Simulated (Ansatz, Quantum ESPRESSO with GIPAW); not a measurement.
# Shieldings and field gradients in SrMgF4

Aim: the magnetic shielding tensor of every site in SrMgF4 and the field gradients at its nuclei.

Calculated with Quantum ESPRESSO with GIPAW 8.0dev (patched build); DFT, PBEsol, plane-wave PAW (pslibrary 1.0.0 recipes), scalar-relativistic, GIPAW; a patched development version of the program.

## (1) Starting point

Symmetry: Cmcm, No. 63, orthorhombic system. The conventional cell has a = 4.077 Å, b = 15.027 Å, c = 5.601 Å, α = 90.00°, β = 90.00°, γ = 90.00°. Sr has 8 F at 2.49 to 2.99 Å nearest. Nearest to Mg lie 6 F at 1.92 to 2.05 Å. Nearest to F lie 1 Mg at 2.03 Å and 3 Sr at 2.49 to 2.53 Å. Nearest to F lie 2 Mg at 2.05 Å and 2 Sr at 2.99 Å. F has 2 Mg at 1.92 Å nearest. Farther neighbours and most contacts between anions are not listed.

Structure file:

```cif
data_structure
_symmetry_space_group_name_H-M 'Cmcm'
_symmetry_Int_Tables_number 63
_cell_length_a 4.0770
_cell_length_b 15.0274
_cell_length_c 5.6009
_cell_angle_alpha 90.000
_cell_angle_beta 90.000
_cell_angle_gamma 90.000
_cell_volume 343.15
loop_
_atom_site_label
_atom_site_type_symbol
_atom_site_symmetry_multiplicity
_atom_site_Wyckoff_symbol
_atom_site_fract_x
_atom_site_fract_y
_atom_site_fract_z
_atom_site_occupancy
Sr1 Sr 4 c 0.00000 0.67349 0.25000 1
Mg1 Mg 4 c 0.50000 0.58762 0.75000 1
F1 F 8 f 0.50000 0.68593 0.99807 1
F2 F 4 c 0.50000 0.89630 0.25000 1
F3 F 4 a 0.00000 0.00000 0.50000 1
```

The cell is a computed entry of the Materials Project; it need not be the form that is stable at ambient conditions.

This structure had its atoms relaxed beforehand (DFT, PBEsol, plane-wave PAW (pslibrary 1.0.0 recipes), Quantum ESPRESSO with GIPAW), starting from the database entry, since shieldings follow bond lengths closely.

## (2) The SCF step

First the ground state. The response equations take the occupied wavefunctions as exact, so conv_thr is set much tighter than for an energy. No empty states are asked for: the response is solved without them. The mesh has a spacing of 0.40 Å⁻¹ at most. The PAW files were made with ld1.x from the pslibrary 1.0.0 recipes, with GIPAW reconstruction switched on (the recipe of F slightly mended, as the packaged one fails to give a sound file).

scf.in

```
&control
  calculation = 'scf'
  prefix = 'x'
  outdir = './tmp/'
  pseudo_dir = './'
/
&system
  ibrav = 0
  nat = 12
  ntyp = 3
  ecutwfc = 65
  ecutrho = 390
  nbnd = 48
/
&electrons
  conv_thr = 1.0d-10
  mixing_beta = 0.7
  electron_maxstep = 100
/
ATOMIC_SPECIES
  Sr 87.620 Sr.pbesol-spn-kjpaw_psl.1.0.0-gipaw.UPF
  Mg 24.305 Mg.pbesol-spnl-kjpaw_psl.1.0.0-gipaw.UPF
  F 18.998 F.pbesol-n-kjpaw_psl.1.0.0-gipaw.UPF
CELL_PARAMETERS angstrom
  2.03851100 -7.51370800 0.00000000
  2.03851100 7.51370800 0.00000000
  0.00000000 0.00000000 5.60093100
ATOMIC_POSITIONS crystal
  Sr 0.32651095 0.67348905 0.25000000
  Sr 0.67348905 0.32651095 0.75000000
  Mg 0.91237673 0.08762327 0.75000000
  Mg 0.08762327 0.91237673 0.25000000
  F 0.81406649 0.18593351 0.99807360
  F 0.18593351 0.81406649 0.00192640
  F 0.60370072 0.39629928 0.25000000
  F 0.39629928 0.60370072 0.75000000
  F 0.81406649 0.18593351 0.50192640
  F 0.18593351 0.81406649 0.49807360
  F -0.00000000 -0.00000000 0.50000000
  F 0.00000000 0.00000000 0.00000000
K_POINTS automatic
  4 4 3 0 0 0
```

Command:

```console
mpirun -np 4 pw.x -nk 4 -in scf.in > scf.out
```

The program printed:

```text
using ibrav=0 with symmetry is DISCOURAGED, use correct ibrav instead

     bravais-lattice index     =            0
     lattice parameter (alat)  =      14.7121  a.u.
     unit-cell volume          =    1157.8550 (a.u.)^3
     number of atoms/cell      =           12
     number of atomic types    =            3
     number of electrons       =        96.00
     number of Kohn-Sham states=           48
     kinetic-energy cutoff     =      65.0000  Ry
     charge density cutoff     =     390.0000  Ry
     scf convergence threshold =      1.0E-10
     mixing beta               =       0.7000
     number of iterations used =            8  plain     mixing
     Exchange-correlation= SLA-PW-PSX-PSC
                           (   1   4  10   8   0   0   0)
[...]
Sr               10.00    87.62000     Sr( 1.00)
     Mg               10.00    24.30500     Mg( 1.00)
     F                 7.00    18.99800     F ( 1.00)

      8 Sym. Ops., with inversion, found ( 4 have fractional translation)
[...]
number of k points=    14
[...]
Dense  grid:   150587 G-vectors     FFT dimensions: (  96,  96,  72)

     Smooth grid:    81953 G-vectors     FFT dimensions: (  75,  75,  60)

     Check: negative core charge=   -0.000009

     Initial potential from superposition of free atoms

     starting charge      95.9841, renormalised to      96.0000
     Starting wfcs are   58 randomized atomic wfcs

     Self-consistent Calculation

     iteration #  1     ecut=    65.00 Ry     beta= 0.70
     Davidson diagonalization with overlap
     ethr =  1.00E-02,  avg # of iterations =  2.0

     total energy              =   -1265.16653740 Ry
     estimated scf accuracy    <       1.47609042 Ry

     iteration #  2     ecut=    65.00 Ry     beta= 0.70
     Davidson diagonalization with overlap
     ethr =  1.54E-03,  avg # of iterations =  4.1

     total energy              =   -1265.59135698 Ry
     estimated scf accuracy    <       1.58829120 Ry

     iteration #  3     ecut=    65.00 Ry     beta= 0.70
     Davidson diagonalization with overlap
     ethr =  1.54E-03,  avg # of iterations =  2.0

     total energy              =   -1265.88893151 Ry
     estimated scf accuracy    <       0.00854528 Ry

[...]
total energy              =   -1265.89825653 Ry
[...]
iteration # 10     ecut=    65.00 Ry     beta= 0.70
     Davidson diagonalization with overlap
     ethr =  8.55E-11,  avg # of iterations =  3.6

     total energy              =   -1265.89825655 Ry
     estimated scf accuracy    <          2.7E-09 Ry

     iteration # 11     ecut=    65.00 Ry     beta= 0.70
     Davidson diagonalization with overlap
     ethr =  2.77E-12,  avg # of iterations =  4.1

     End of self-consistent calculation
     [one-electron energies left out]

!    total energy              =   -1265.89825655 Ry
     total all-electron energy =    -15105.723922 Ry
     estimated scf accuracy    <          9.2E-11 Ry

     The total energy is the sum of the following terms:
     one-electron contribution =    -451.01667774 Ry
     hartree contribution      =     270.71795552 Ry
     xc contribution           =    -147.36845586 Ry
     ewald contribution        =    -447.98853533 Ry
     one-center paw contrib.   =    -490.24254314 Ry

     convergence has been achieved in  11 iterations
[...]
JOB DONE.
```

Elapsed: 71 s, on 4 MPI ranks of Arm Neoverse V2, shared host; peak memory 1.3 GiB.

It converged in 11 cycles to an estimated accuracy of 9e-11 Ry, on 14 irreducible k-points.

## (3) GIPAW: job nmr

The job finds the current that a weak uniform field induces (applied as a long wave, q_gipaw) and the field that this current makes at each nucleus. On atoms with p or d valence electrons much of the paramagnetic part arises close to the nucleus, where the PAW partial waves rebuild the true states. pawproj makes the reconstruction use the PAW data sets' own projectors.

nmr.in

```
&inputgipaw
  job = 'nmr'
  prefix = 'x'
  tmp_dir = './tmp/'
  restart_mode = 'from_scratch'
  verbosity = 'low'
  q_gipaw = 0.01
  spline_ps = .true.
  conv_threshold = 1.0d-11
  use_nmr_macroscopic_shape = .false.
  pawproj(1) = .true.
  pawproj(2) = .true.
  pawproj(3) = .true.
/
```

Command:

```console
mpirun -np 4 gipaw.x -in nmr.in > nmr.out
```

The program printed:

```text
[banner, memory and clock lines left out]
[a note of our patched build left out]

     Parallelizing q-star over 1 images

     IMPORTANT: XC functional enforced from input :
     Exchange-correlation= PBESOL
                           (   1   4  10   8   0   0   0)
     Any further DFT definition will be discarded
     Please, verify this is what you really want

     Check: negative core charge=   -0.000009
[...]
projs nearly linearly dependent: l=0  n1,n2= 1, 2  s=  0.99265140
[...]
alpha_pv=    140.6598 eV

     spline_ps is .false., expect some extrapolation errors

     q-space interpolation up to    78.00 Rydberg

     GIPAW job: nmr
     NMR macroscopic correction: no
[...]
Computing the magnetic susceptibility     isolve=0    ethr=  0.1000E-10
     Starting from scratch
     k-point #    1 of    14      pool #  1    cpu time:       1.2
[...]
End of magnetic susceptibility calculation

     f-sum rule (1st term):
           -81.0058         -0.0000          0.0000
            -0.0000        -81.0084          0.0000
             0.0000          0.0000        -81.0113

     f-sum rule (2nd term):
            -3.3346         -0.0000          0.0000
             0.0000         -3.3307          0.0000
             0.0000          0.0000         -3.3302

     f-sum rule (should be   -84.3314):
           -84.3404         -0.0000          0.0000
            -0.0000        -84.3391          0.0000
             0.0000          0.0000        -84.3415

[... susceptibilities left out ...]
     Contributions to the NMR chemical shifts: -------------------------------

     Macroscopic shape contribution in ppm:                    0.00
             0.0000          0.0000          0.0000
             0.0000          0.0000          0.0000
             0.0000          0.0000          0.0000

     Core contribution in ppm:

     Atom  1  Sr  pos: (  0.261840  0.334872  0.179855)  core sigma:        3439.71
     Atom  2  Sr  pos: (  0.261840 -0.334872  0.539566)  core sigma:        3439.71
     Atom  3  Mg  pos: (  0.261840 -0.795979  0.539566)  core sigma:         412.20
     Atom  4  Mg  pos: (  0.261840  0.795979  0.179855)  core sigma:         412.20
     Atom  5  F   pos: (  0.261840 -0.606218  0.718035)  core sigma:         305.83
     Atom  6  F   pos: (  0.261840  0.606218  0.001386)  core sigma:         305.83
     Atom  7  F   pos: (  0.261840 -0.200165  0.179855)  core sigma:         305.83
     Atom  8  F   pos: (  0.261840  0.200165  0.539566)  core sigma:         305.83
     Atom  9  F   pos: (  0.261840 -0.606218  0.361097)  core sigma:         305.83
     Atom 10  F   pos: (  0.261840  0.606218  0.358325)  core sigma:         305.83
     Atom 11  F   pos: (  0.000000  0.000000  0.359711)  core sigma:         305.83
     Atom 12  F   pos: (  0.000000  0.000000  0.000000)  core sigma:         305.83

     Bare contribution in ppm:

     Atom  1  Sr  pos: (  0.261840  0.334872  0.179855)  bare sigma:         114.50
[...]
Atom  2  Sr  pos: (  0.261840 -0.334872  0.539566)  bare sigma:         114.50
[...]
Atom  3  Mg  pos: (  0.261840 -0.795979  0.539566)  bare sigma:          95.51
[...]
Atom  4  Mg  pos: (  0.261840  0.795979  0.179855)  bare sigma:          95.51
[...]
Atom  5  F   pos: (  0.261840 -0.606218  0.718035)  bare sigma:          78.56
[...]
Atom  6  F   pos: (  0.261840  0.606218  0.001386)  bare sigma:          78.56
[...]
Atom  7  F   pos: (  0.261840 -0.200165  0.179855)  bare sigma:          97.60
[...]
Atom  8  F   pos: (  0.261840  0.200165  0.539566)  bare sigma:          97.60
[...]
Atom  9  F   pos: (  0.261840 -0.606218  0.361097)  bare sigma:          78.56
[...]
Atom 10  F   pos: (  0.261840  0.606218  0.358325)  bare sigma:          78.56
[...]
Atom 11  F   pos: (  0.000000  0.000000  0.359711)  bare sigma:         101.58
[...]
Atom 12  F   pos: (  0.000000  0.000000  0.000000)  bare sigma:         101.58
[...]
Diamagnetic contribution in ppm:

     Atom  1  Sr  pos: (  0.261840  0.334872  0.179855)  dia sigma:         -26.16
[...]
Atom  2  Sr  pos: (  0.261840 -0.334872  0.539566)  dia sigma:         -26.16
[...]
Atom  3  Mg  pos: (  0.261840 -0.795979  0.539566)  dia sigma:         169.01
[...]
Atom  4  Mg  pos: (  0.261840  0.795979  0.179855)  dia sigma:         169.01
[...]
Atom  5  F   pos: (  0.261840 -0.606218  0.718035)  dia sigma:          43.24
[...]
Atom  6  F   pos: (  0.261840  0.606218  0.001386)  dia sigma:          43.24
[...]
Atom  7  F   pos: (  0.261840 -0.200165  0.179855)  dia sigma:          43.15
[...]
Atom  8  F   pos: (  0.261840  0.200165  0.539566)  dia sigma:          43.15
[...]
Atom  9  F   pos: (  0.261840 -0.606218  0.361097)  dia sigma:          43.24
[...]
Atom  3  Mg  pos: (  0.261840 -0.795979  0.539566)  para sigma:         249.17
[...]
Atom  4  Mg  pos: (  0.261840  0.795979  0.179855)  para sigma:         249.17
[...]
Atom  5  F   pos: (  0.261840 -0.606218  0.718035)  para sigma:         113.31
[...]
Atom  6  F   pos: (  0.261840  0.606218  0.001386)  para sigma:         113.31
[...]
Atom  7  F   pos: (  0.261840 -0.200165  0.179855)  para sigma:         201.60
[...]
Atom  8  F   pos: (  0.261840  0.200165  0.539566)  para sigma:         201.60
[...]
Atom  9  F   pos: (  0.261840 -0.606218  0.361097)  para sigma:         113.31
[...]
Atom 10  F   pos: (  0.261840  0.606218  0.358325)  para sigma:         113.31
[...]
Atom 11  F   pos: (  0.000000  0.000000  0.359711)  para sigma:         213.33
[...]
Atom 12  F   pos: (  0.000000  0.000000  0.000000)  para sigma:         213.33
[...]
Paramagnetic US occ-occ contribution in ppm:

     Atom  1  Sr  pos: (  0.261840  0.334872  0.179855)  para_oo sigma:          -5.38
[...]
Atom  2  Sr  pos: (  0.261840 -0.334872  0.539566)  para_oo sigma:          -5.38
[...]
Atom  3  Mg  pos: (  0.261840 -0.795979  0.539566)  para_oo sigma:          -1.96
[...]
Atom  4  Mg  pos: (  0.261840  0.795979  0.179855)  para_oo sigma:          -1.96
[...]
Atom  5  F   pos: (  0.261840 -0.606218  0.718035)  para_oo sigma:          -0.83
[...]
Atom  6  F   pos: (  0.261840  0.606218  0.001386)  para_oo sigma:          -0.83
[...]
Atom  7  F   pos: (  0.261840 -0.200165  0.179855)  para_oo sigma:          -1.70
[...]
Atom  8  F   pos: (  0.261840  0.200165  0.539566)  para_oo sigma:          -1.70
[...]
Atom  9  F   pos: (  0.261840 -0.606218  0.361097)  para_oo sigma:          -0.83
[...]
Atom 10  F   pos: (  0.261840  0.606218  0.358325)  para_oo sigma:          -0.83
[...]
Atom 11  F   pos: (  0.000000  0.000000  0.359711)  para_oo sigma:          -2.45
[...]
Atom 12  F   pos: (  0.000000  0.000000  0.000000)  para_oo sigma:          -2.45
[...]
Paramagnetic US L_R Q_R contribution in ppm:

     Atom  1  Sr  pos: (  0.261840  0.334872  0.179855)  para_lq sigma:         787.14
[...]
Atom  2  Sr  pos: (  0.261840 -0.334872  0.539566)  para_lq sigma:         787.14
[...]
Atom  3  Mg  pos: (  0.261840 -0.795979  0.539566)  para_lq sigma:        -366.47
[...]
Atom  4  Mg  pos: (  0.261840  0.795979  0.179855)  para_lq sigma:        -366.47
[...]
Atom  5  F   pos: (  0.261840 -0.606218  0.718035)  para_lq sigma:        -305.60
[...]
Atom  6  F   pos: (  0.261840  0.606218  0.001386)  para_lq sigma:        -305.60
[...]
Atom  7  F   pos: (  0.261840 -0.200165  0.179855)  para_lq sigma:        -311.69
[...]
Atom  8  F   pos: (  0.261840  0.200165  0.539566)  para_lq sigma:        -311.69
[...]
Atom  9  F   pos: (  0.261840 -0.606218  0.361097)  para_lq sigma:        -305.60
[...]
Atom 10  F   pos: (  0.261840  0.606218  0.358325)  para_lq sigma:        -305.60
[...]
Atom 11  F   pos: (  0.000000  0.000000  0.359711)  para_lq sigma:        -306.99
[...]
Atom 12  F   pos: (  0.000000  0.000000  0.000000)  para_lq sigma:        -306.99
[...]
Total NMR chemical shifts in ppm: ---------------------------------------
     (adopting the Simpson convention for anisotropy and asymmetry)-----------

     Atom  1  Sr  pos: (  0.261840  0.334872  0.179855)  Total sigma:        3072.14
          3133.1008          0.0000          0.0000
            -0.0000       3004.3649          0.0000
             0.0000          0.0000       3078.9529

     Sr      1    anisotropy:   -101.66    eta:    0.7989
[...]
Atom  2  Sr  pos: (  0.261840 -0.334872  0.539566)  Total sigma:        3072.14
[... its tensor is left out ...]
     Atom  3  Mg  pos: (  0.261840 -0.795979  0.539566)  Total sigma:         557.45
           550.0998         -0.0000          0.0000
            -0.0000        560.4335         -0.0000
             0.0000         -0.0000        561.8197

     Mg      3    anisotropy:    -11.03    eta:    0.1886
[...]
Atom  4  Mg  pos: (  0.261840  0.795979  0.179855)  Total sigma:         557.45
[... its tensor is left out ...]
     Atom  5  F   pos: (  0.261840 -0.606218  0.718035)  Total sigma:         234.50
           251.7002         -0.0000          0.0000
             0.0000        225.5579        -17.7605
             0.0000        -19.7675        226.2426

     F       5    anisotropy:    -41.05    eta:    0.2570
[...]
Atom  6  F   pos: (  0.261840  0.606218  0.001386)  Total sigma:         234.50
[... its tensor is left out ...]
     Atom  7  F   pos: (  0.261840 -0.200165  0.179855)  Total sigma:         334.78
           342.1542         -0.0000          0.0000
             0.0000        322.8030         -0.0000
             0.0000         -0.0000        339.3930

     F       7    anisotropy:    -17.97    eta:    0.2305
[...]
Atom  8  F   pos: (  0.261840  0.200165  0.539566)  Total sigma:         334.78
[... its tensor is left out ...]
     Atom  9  F   pos: (  0.261840 -0.606218  0.361097)  Total sigma:         234.50
[... its tensor is left out ...]
     Atom 10  F   pos: (  0.261840  0.606218  0.358325)  Total sigma:         234.50
[... its tensor is left out ...]
     Atom 11  F   pos: (  0.000000  0.000000  0.359711)  Total sigma:         354.68
           334.0178         -0.0000          0.0000
            -0.0000        369.4254         22.0533
             0.0000         20.7772        360.5934

     F      11    anisotropy:     48.29    eta:    0.2834
[...]
Atom 12  F   pos: (  0.000000  0.000000  0.000000)  Total sigma:         354.68
[... its tensor is left out ...]
```

Elapsed: 24 min, on 4 MPI ranks; peak memory 0.99 GiB.

The f-sum rule is met to 0.010 of 84.3 (0.01 %). Converged shieldings require that this miss be small, but a small miss does not prove them.

From the symmetric part of each tensor, with principal values σ11 ≤ σ22 ≤ σ33: σ_iso is their mean, the span is σ33 − σ11 and the skew 3(σ_iso − σ22)/span. (gipaw.x prints an anisotropy in another convention.)

```
site  atom no.  atoms in cell  σ_iso (ppm)  span (ppm)   skew
  Sr         1              2         3072         129  -0.16
  Mg         3              2        557.5        11.7  -0.76
F(1)         5              4        234.5        44.6  -0.68
F(2)         7              2        334.8        19.4  -0.71
F(3)        11              2        354.7        52.9   0.65
```

The macroscopic shape term is switched off. For a spherical sample the valence susceptibility of this run would add about 8 ppm to every site, a rough estimate, since the susceptibility converges slowly and lacks part of the PAW terms. Differences within the crystal don't depend on it, but shieldings of different compounds can't be compared to better than a few ppm without it.

In this run the largest span among the lighter atoms is that of F(3) (site symmetry 2/m), with principal values 334.0, 343.1 and 386.9 ppm.

(Part 1 of 2 ends here.)

[Banner, clock, file and message-heading lines were taken out of the pw.x and gipaw.x logs.]

[Logs are printed without paths, hosts, clocks, repeated set-up lines and the standing remarks that a program may print on its own settings, such as how far it seeks lower states.]

[Hosts, paths, dates, database ids (printed as entryN), source tags and the programs' standing remarks are cut or masked in the printed files.]

[Where no reference line passes its bar on scatter, no shift is given, so a measured shift of this compound may stand uncompared.]
